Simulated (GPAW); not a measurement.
The Be K edge of atom 1 in Be (Beryllium, P6_3/mmc), with 6 Be at 2.23 Å and 6 Be at 2.29 Å (anticuboctahedral, as in hcp, site symmetry -6m2), was computed in 2 ways: excited-electron core hole (neutral cell) and no core hole. Program and functional: GPAW, PBE, Gaussian full width 0.9 eV up to 4 eV, rising linearly to 3.5 eV at 25 eV; cells of 2 and 16 atoms (the run without a hole in the smaller).

Each run is counted from its own lowest empty level or Fermi level and scaled to a mean of 1 over its first 20 eV.

```
E (eV)  run 1  run 2
  -2.0   0.00   0.00
  -1.5   0.00   0.00
  -1.0   0.00   0.00
  -0.5   0.06   0.02
   0.0   0.41   0.13
   0.5   0.96   0.26
   1.0   1.10   0.34
   1.5   0.91   0.57
   2.0   0.90   0.73
   2.5   0.87   0.67
   3.0   0.96   0.52
   3.5   0.98   0.53
   4.0   1.03   0.58
   4.5   1.29   0.57
   5.0   1.39   0.56
   5.5   1.30   0.58
   6.0   1.23   0.76
   6.5   1.17   0.90
   7.0   1.20   0.86
   7.5   1.28   0.79
   8.0   1.32   0.82
   8.5   1.31   0.90
   9.0   1.30   0.99
   9.5   1.26   1.02
  10.0   1.21   1.01
  10.5   1.19   1.00
  11.0   1.24   1.00
  11.5   1.38   0.99
  12.0   1.56   0.99
  12.5   1.66   1.05
  13.0   1.62   1.21
  13.5   1.45   1.45
  14.0   1.21   1.72
  14.5   0.97   1.97
  15.0   0.77   2.14
  15.5   0.61   2.18
  16.0   0.51   2.06
  16.5   0.44   1.83
  17.0   0.39   1.55
  17.5   0.36   1.29
  18.0   0.32   1.05
  18.5   0.28   0.85
  19.0   0.26   0.68
  19.5   0.27   0.56
  20.0   0.30   0.49
  20.5   0.34   0.46
  21.0   0.38   0.48
  21.5   0.41   0.52
  22.0   0.42   0.56
  22.5   0.41   0.58
  23.0   0.38   0.59
  23.5   0.36   0.57
  24.0   0.34   0.53
  24.5   0.33   0.49
  25.0   0.33   0.45
  25.5   0.34   0.42
  26.0   0.36   0.41
  26.5   0.38   0.41
```

Q: Which run is which?

Run 1: excited-electron core hole (neutral cell) (area from −2 to 6 eV 6.4, main maxima 0.9 eV (1.12), 4.9 eV (1.40), 8.1 eV (1.32) and 12.6 eV (1.67)). Run 2: no core hole (area from −2 to 6 eV 3.2, main maxima 2.1 eV (0.74), 6.6 eV (0.91), 15.4 eV (2.18) and 22.8 eV (0.59)). With each curve scaled to its own mean, the area from −2 to 6 eV with the hole is 6.4 against 3.2, and the centre of weight from −1 to 20 eV moves by -3.0 eV: the hole pulls the absorber's empty states down.

[Banner, clock and machine lines of the logs are left out without a mark of their own.]

[Logs are printed without paths, hosts, clocks, repeated set-up lines and the standing remarks that a program may print on its own settings, such as how far it seeks lower states.]

[Hosts, paths, dates, database ids (printed as entryN), source tags and the programs' standing remarks are cut or masked in the printed files.]

[Lists of maxima count a maximum above −3 eV only where it reaches 4 % of the highest in the window and stands out from its surroundings by 2 % of it (1.5 % where it reaches 55 %); shoulders and weaker maxima are passed over, and of the rest the first, up to two pre-edge ones and the few strongest are named.]
